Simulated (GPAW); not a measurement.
The O K edge of atom 2 in MnO2 (P-3m1), with 3 Mn at 1.90 Å (pyramidal, site symmetry 3m), was computed in 2 ways: full core hole (charged cell) and no core hole. Program and functional: GPAW, LDA + U, Gaussian full width 0.9 eV up to 4 eV, rising linearly to 3.5 eV at 25 eV; cells of 3 and 12 atoms (the run without a hole in the smaller).

Each run is counted from its own lowest empty level or Fermi level and scaled to a mean of 1 over its first 20 eV.

```
E (eV)  run 1  run 2
  -2.0   0.00   0.00
  -1.5   0.00   0.00
  -1.0   0.00   0.01
  -0.5   0.08   0.27
   0.0   0.77   1.42
   0.5   2.51   2.26
   1.0   3.23   1.62
   1.5   2.13   1.22
   2.0   1.10   1.07
   2.5   0.85   0.97
   3.0   1.71   1.45
   3.5   1.93   1.04
   4.0   0.65   0.22
   4.5   0.06   0.02
   5.0   0.00   0.00
   5.5   0.00   0.00
   6.0   0.02   0.01
   6.5   0.06   0.04
   7.0   0.11   0.09
   7.5   0.20   0.18
   8.0   0.34   0.33
   8.5   0.49   0.53
   9.0   0.63   0.79
   9.5   0.74   1.09
  10.0   0.83   1.33
  10.5   0.89   1.49
  11.0   0.97   1.61
  11.5   1.08   1.72
  12.0   1.22   1.84
  12.5   1.38   1.95
  13.0   1.56   2.01
  13.5   1.73   2.02
  14.0   1.84   1.95
  14.5   1.82   1.79
  15.0   1.67   1.55
  15.5   1.45   1.28
  16.0   1.21   1.05
  16.5   1.01   0.87
  17.0   0.84   0.74
  17.5   0.70   0.64
  18.0   0.60   0.57
  18.5   0.55   0.53
  19.0   0.53   0.52
  19.5   0.53   0.53
  20.0   0.53   0.53
  20.5   0.54   0.54
  21.0   0.53   0.54
  21.5   0.53   0.54
  22.0   0.51   0.54
  22.5   0.50   0.55
  23.0   0.48   0.55
  23.5   0.47   0.55
  24.0   0.47   0.56
  24.5   0.48   0.56
  25.0   0.48   0.57
  25.5   0.48   0.57
  26.0   0.47   0.56
  26.5   0.46   0.56
  27.0   0.45   0.55
  27.5   0.44   0.54
  28.0   0.43   0.54
  28.5   0.43   0.55
  29.0   0.44   0.57
  29.5   0.46   0.60
  30.0   0.48   0.64
  30.5   0.50   0.69
  31.0   0.52   0.74
  31.5   0.55   0.80
  32.0   0.59   0.86
```

Question: Which run is which?

Run 1: no core hole (area from −2 to 6 eV 7.5, main maxima 0.9 eV (3.27), 3.3 eV (2.11) and 14.2 eV (1.84)). Run 2: full core hole (charged cell) (area from −2 to 6 eV 5.8, main maxima 0.5 eV (2.26), 3.1 eV (1.48) and 13.3 eV (2.03)). With each curve scaled to its own mean, the area from −2 to 6 eV with the hole is 5.8 against 7.5, and the centre of weight from −1 to 20 eV moves by +0.7 eV (first and strongest maxima below 20 eV: 0.9 eV (3.27), 3.3 eV (2.11) and 14.2 eV (1.84) without the hole, 0.5 eV (2.26), 3.1 eV (1.48) and 13.3 eV (2.03) with it): the weight at the onset falls, probably as the absorber's own filled states drop away from the neighbours' empty ones and mix less with them.

[Banner, clock and machine lines of the logs are left out without a mark of their own.]

[Logs are printed without paths, hosts, clocks, repeated set-up lines and the standing remarks that a program may print on its own settings, such as how far it seeks lower states.]

[Hosts, paths, dates, database ids (printed as entryN), source tags and the programs' standing remarks are cut or masked in the printed files.]

[Lists of maxima count a maximum above −3 eV only where it reaches 4 % of the highest in the window and stands out from its surroundings by 2 % of it (1.5 % where it reaches 55 %); shoulders and weaker maxima are passed over, and of the rest the first, up to two pre-edge ones and the few strongest are named.]
